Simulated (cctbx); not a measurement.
# Symmetry from intensities

Cell: a = 7.1590 Å, b = 12.5010 Å, c = 7.4260 Å, α = 90.00°, β = 109.91°, γ = 90.00°. Expected content of the cell: Mo4 Rb8 S12.

Simulated single-crystal data (cctbx): Cu Kα, λ = 1.54184 Å, to d = 0.83 Å, 50 % of the full sphere, strongest reflection 70000 counts, noise from counting, a 2 % proportional error and a noise floor of 2 counts (s.d.); no absorption, some extinction.

A first pass over the reflections prints:

```text
2211 reflections to d = 0.830 A
centring   violations  <I/sigma> of those
    A        466 of  1109      6.2
    B        466 of  1112      6.2
    C          0 of  1095     -0.1
    I        457 of  1084      8.6
    R        626 of  1481      8.7
    F        466 of  1658      4.1
Laue class    unique    Rint  (classes that these axes allow; Friedel mates merged)
C 1 2/m 1         561   0.015
space group    extra absences  I>4sigma  <I/sigma>
C 1 2 1                 0          0         -  acentric
C 1 m 1                 0          0         -  acentric
C 1 2/m 1               0          0         -  centric
Wilson B = 1.47 A^2   <|E^2-1|> = 1.456 (0.968 centric, 0.736 acentric)   E^2>4: 10.0 %
shell (A)         n   <I/sigma>
 6.98 - 1.65     80     22.9
 1.65 - 1.32     73     23.2
 1.32 - 1.15     65     24.2
 1.15 - 1.05     63     20.2
 1.05 - 0.97     79     24.6
 0.97 - 0.91     62     20.0
 0.91 - 0.87     71     21.6
 0.87 - 0.83     68     18.7
```

**Question.** What are the lattice type, the Laue class and the likely space group?

The reflections that C centring forbids are absent (⟨I/σ⟩ near 0), so the lattice is C.

Only C 1 2/m 1 fits these axes (Rint 0.015); a search for a hidden higher lattice was not made.

3 settings pass the absence test. No glide or screw absences show, which leaves C 1 2 1, C 1 m 1 and C 1 2/m 1.

⟨|E²−1|⟩ = 1.456 is above even the centric ideal, a mark of pseudo-translation (a class of systematically weak reflections). The Wilson B of 1.47 Å² means U ≈ 0.0186 Å².

The true group is C2/m (no. 12), Laue class 2/m, centrosymmetric. The tables only narrow the choice to the tied entries; cell content, site symmetry and trial solutions must settle it.

The model is made up (kin elements in a known structure type, no relaxation), so it says nothing on whether the phase exists.

[Logs are printed without paths, hosts, clocks, repeated set-up lines and the standing remarks that a program may print on its own settings, such as how far it seeks lower states.]
